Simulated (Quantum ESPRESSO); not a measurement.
# MgO (Periclase): how pressure shifts the optical phonon

Aim: the Grüneisen parameter and the pressure coefficient of an optical mode of MgO (Periclase).

Program: Quantum ESPRESSO 7.5. Level of theory: DFT PBEsol, scalar-relativistic, plane waves, GBRV ultrasoft pseudopotentials. Results are calculated unless marked as measured.

The database entry behind the starting cell differs from later determinations by our own check (about 0.1 % long), so it need not match the best structure at ambient conditions.

## (1) The relaxed structure

The structure is cubic, space group Fm-3m (No. 225). Conventional cell: a = 4.216 Å, b = 4.216 Å, c = 4.216 Å, α = 90.00°, β = 90.00°, γ = 90.00°. Nearest to Mg lie 6 O at 2.11 Å. O has 6 Mg at 2.11 Å nearest. Farther neighbours and most contacts between anions are not listed.

Structure file:

```cif
data_structure
_symmetry_space_group_name_H-M 'P 1'
_symmetry_Int_Tables_number 1
_cell_length_a 2.9809
_cell_length_b 2.9809
_cell_length_c 2.9809
_cell_angle_alpha 60.000
_cell_angle_beta 60.000
_cell_angle_gamma 60.000
_cell_volume 18.73
loop_
_atom_site_label
_atom_site_type_symbol
_atom_site_fract_x
_atom_site_fract_y
_atom_site_fract_z
_atom_site_occupancy
Mg1 Mg 0.00000 0.00000 0.00000 1
O2 O 0.50000 0.50000 0.50000 1
```

This is the cell after its relaxation at this level of theory, not the database cell from which that began.

## (2) Runs at several volumes

The relaxed cell is scaled uniformly; in this structure symmetry fixes all atoms, so nothing has to be relaxed anew. Each volume gets a ground state and a response at Γ. The mode followed is the highest one without the macroscopic field, of symmetry T1u; longitudinal polar modes lie higher. Cutoff 55 Ry, k mesh 12×12×12.

From the response at V/V₀ = 0.94:

The log of the run:

```text
[banners, grids, parts of the stress and lines that vanish by symmetry left out]
Program PHONON v.7.5
     Reading xml data from directory:

[...]
Exchange-correlation= PBESOL
                           (   1   4  10   8   0   0   0)
[...]
kinetic-energy cut-off    =      55.0000  Ry
     charge density cut-off    =     440.0000  Ry
     convergence threshold     =      1.0E-18
[...]
Exchange-correlation= PBESOL
                           (   1   4  10   8   0   0   0)
[...]
q = (   0.0000000   0.0000000   0.0000000 )
     49 Sym.Ops. (with q -> -q+G )
     G cutoff =  339.3631  (  18499 G-vectors)     FFT grid: ( 40, 40, 40)
     G cutoff =  169.6815  (   6567 G-vectors)  smooth grid: ( 27, 27, 27)
     number of k points=    72
[...]
Mode symmetry, O_h (m-3m)  point group:
[...]
Dielectric constant
[...]
End of electric fields calculation
          Dielectric constant in cartesian axis
          (       3.177051060      -0.000000000       0.000000000 )
          (       0.000000000       3.177051060      -0.000000000 )
          (       0.000000000      -0.000000000       3.177051060 )
          Effective charges (d Force / dE) in cartesian axis without acoustic sum rule applied (asr)
           atom    1  Mg    Mean Z*:        1.96152
      Ex  (        1.96152       -0.00000       -0.00000 )
      Ey  (       -0.00000        1.96152        0.00000 )
      Ez  (       -0.00000        0.00000        1.96152 )
           atom    2  O     Mean Z*:       -1.95926
      Ex  (       -1.95926       -0.00000       -0.00000 )
      Ey  (       -0.00000       -1.95926        0.00000 )
      Ez  (       -0.00000        0.00000       -1.95926 )
          Effective charges Sum: Mean:        0.00226
[...]
Effective charges (d Force / dE) in cartesian axis with asr applied:
           atom    1  Mg    Mean Z*:        1.96039
[...]
atom    2  O     Mean Z*:       -1.96039
[...]
Representation #   1 modes #   1   2   3
[...]
End of self-consistent calculation
     Convergence has been achieved
     Representation #   2 modes #   4   5   6
[...]
End of self-consistent calculation
     Convergence has been achieved
[...]
Dielectric constant in cartesian axis
          (       3.177051060      -0.000000000       0.000000000 )
          (       0.000000000       3.177051060      -0.000000000 )
          (       0.000000000      -0.000000000       3.177051060 )
          Effective charges (d Force / dE) in cartesian axis without acoustic sum rule applied (asr)
           atom    1  Mg    Mean Z*:        1.96152
      Ex  (        1.96152       -0.00000       -0.00000 )
      Ey  (       -0.00000        1.96152        0.00000 )
      Ez  (       -0.00000        0.00000        1.96152 )
           atom    2  O     Mean Z*:       -1.95926
      Ex  (       -1.95926       -0.00000       -0.00000 )
      Ey  (       -0.00000       -1.95926        0.00000 )
      Ez  (       -0.00000        0.00000       -1.95926 )
          Effective charges Sum: Mean:        0.00226
[...]
Effective charges (d Force / dE) in cartesian axis with asr applied:
           atom    1  Mg    Mean Z*:        1.96039
[...]
atom    2  O     Mean Z*:       -1.96039
[...]
q = (    0.000000000   0.000000000   0.000000000 )
[...]
freq (    1) =      -0.453846 [THz] =     -15.138669 [cm-1]
     freq (    2) =      -0.453846 [THz] =     -15.138669 [cm-1]
     freq (    3) =      -0.453846 [THz] =     -15.138669 [cm-1]
     freq (    4) =      13.304319 [THz] =     443.784328 [cm-1]
     freq (    5) =      13.304319 [THz] =     443.784328 [cm-1]
     freq (    6) =      13.304319 [THz] =     443.784328 [cm-1]
[...]
Mode symmetry, O_h (m-3m)  point group:
     freq (   1-   3) =        -15.1  [cm-1]   --> T_1u G_15  G_4- I
     freq (   4-   6) =        443.8  [cm-1]   --> T_1u G_15  G_4- I

   JOB DONE.
```

One volume, V/V₀ = 0.97, is held back as a test.

| V/V₀ | volume (Å³/atom) | pressure (GPa) | ω (cm⁻¹) |
| --- | --- | --- | --- |
| 0.94 | 8.803 | 10.96 | 443.78 |
| 0.97 | 9.084 | 5.01 | held back |
| 1 | 9.365 | -0.10 | 385.79 |
| 1.03 | 9.646 | -4.48 | 358.51 |
| 1.06 | 9.926 | -8.25 | 332.17 |

## (3) The fit

The mode Grüneisen parameter is γ = −d ln ω / d ln V.

| ln(V/V₀) | ln ω |
| --- | --- |
| -0.0619 | 6.0953 |
| 0.0000 | 5.9553 |
| 0.0296 | 5.8820 |
| 0.0583 | 5.8056 |

A straight line through these points has the slope -2.398, so γ = 2.40; at V/V₀ = 0.97 it predicts ω = exp(5.9501 + 0.0730) = 412.88 cm⁻¹.

A parabola of pressure against ln V through V/V₀ = 0.97, 1 and 1.03 gives the bulk modulus B = −dP/d ln V = 158 GPa at V₀. With ω₀ from the fitted line the pressure coefficient follows as dω/dP = γ ω₀ / B = 2.40 × 383.8 / 158 = 5.83 cm⁻¹/GPa.

## (4) The run that was held back

The log of the run:

```text
[banners, grids, parts of the stress and lines that vanish by symmetry left out]
[banner, memory and clock lines left out]
Program PHONON v.7.5

[...]
Exchange-correlation= PBESOL
                           (   1   4  10   8   0   0   0)
[...]
kinetic-energy cut-off    =      55.0000  Ry
     charge density cut-off    =     440.0000  Ry
     convergence threshold     =      1.0E-18
[...]
Exchange-correlation= PBESOL
                           (   1   4  10   8   0   0   0)
[...]
q = (   0.0000000   0.0000000   0.0000000 )
     49 Sym.Ops. (with q -> -q+G )
     G cutoff =  346.5457  (  19195 G-vectors)     FFT grid: ( 40, 40, 40)
     G cutoff =  173.2729  (   6735 G-vectors)  smooth grid: ( 27, 27, 27)
     number of k points=    72
[...]
Mode symmetry, O_h (m-3m)  point group:
[...]
Dielectric constant
[...]
End of electric fields calculation
          Dielectric constant in cartesian axis
          (       3.209710130       0.000000000       0.000000000 )
          (       0.000000000       3.209710130       0.000000000 )
          (       0.000000000       0.000000000       3.209710130 )
          Effective charges (d Force / dE) in cartesian axis without acoustic sum rule applied (asr)
           atom    1  Mg    Mean Z*:        1.97433
      Ex  (        1.97433       -0.00000       -0.00000 )
      Ey  (       -0.00000        1.97433        0.00000 )
      Ez  (       -0.00000        0.00000        1.97433 )
           atom    2  O     Mean Z*:       -1.97211
      Ex  (       -1.97211        0.00000        0.00000 )
[...]
Representation #   1 modes #   1   2   3
[...]
End of self-consistent calculation
     Convergence has been achieved
     Representation #   2 modes #   4   5   6
[...]
End of self-consistent calculation
     Convergence has been achieved
[...]
Dielectric constant in cartesian axis
          (       3.209710130       0.000000000       0.000000000 )
          (       0.000000000       3.209710130       0.000000000 )
          (       0.000000000       0.000000000       3.209710130 )
          Effective charges (d Force / dE) in cartesian axis without acoustic sum rule applied (asr)
           atom    1  Mg    Mean Z*:        1.97433
      Ex  (        1.97433       -0.00000       -0.00000 )
      Ey  (       -0.00000        1.97433        0.00000 )
      Ez  (       -0.00000        0.00000        1.97433 )
           atom    2  O     Mean Z*:       -1.97211
      Ex  (       -1.97211        0.00000        0.00000 )
      Ey  (        0.00000       -1.97211        0.00000 )
      Ez  (        0.00000        0.00000       -1.97211 )
          Effective charges Sum: Mean:        0.00222
[...]
Effective charges (d Force / dE) in cartesian axis with asr applied:
           atom    1  Mg    Mean Z*:        1.97322
[...]
atom    2  O     Mean Z*:       -1.97322
[...]
q = (    0.000000000   0.000000000   0.000000000 )
[...]
freq (    1) =      -0.462883 [THz] =     -15.440100 [cm-1]
     freq (    2) =      -0.462883 [THz] =     -15.440100 [cm-1]
     freq (    3) =      -0.462883 [THz] =     -15.440100 [cm-1]
     freq (    4) =      12.416328 [THz] =     414.164106 [cm-1]
     freq (    5) =      12.416328 [THz] =     414.164106 [cm-1]
     freq (    6) =      12.416328 [THz] =     414.164106 [cm-1]
[...]
Mode symmetry, O_h (m-3m)  point group:
     freq (   1-   3) =        -15.4  [cm-1]   --> T_1u G_15  G_4- I
     freq (   4-   6) =        414.2  [cm-1]   --> T_1u G_15  G_4- I
```

It gives 414.16 cm⁻¹ against the predicted 412.88 cm⁻¹, a miss of 1 cm⁻¹.

## (5) What came out

```
mode Grüneisen parameter : 2.398
bulk modulus             : 158 GPa
pressure coefficient     : 5.83 cm⁻¹/GPa
```

The highest optical mode of MgO (Periclase) without the LO-TO term stiffens by 5.83 cm⁻¹ a GPa near the relaxed volume, with γ = 2.40. The power law meets all 5 runs within 0.52 %; between neighbouring volumes γ runs from 2.20 to 2.66. Such a coefficient turns a measured shift of this mode into a hydrostatic stress; uniaxial or biaxial stress splits the mode and needs deformation potentials. The acoustic modes of the response miss zero by 16 cm⁻¹, a numerical error that can touch the optical modes as well. These are harmonic values at zero temperature for the structure held cubic, which a run at Γ can't show to be stable; the bulk modulus rests on three points.

[Host names and launcher messages were left out of these logs when they were recorded.]

[Logs are printed without paths, hosts, clocks, repeated set-up lines and the standing remarks that a program may print on its own settings, such as how far it seeks lower states.]

[Hosts, paths, dates, database ids (printed as entryN), source tags and the programs' standing remarks are cut or masked in the printed files.]
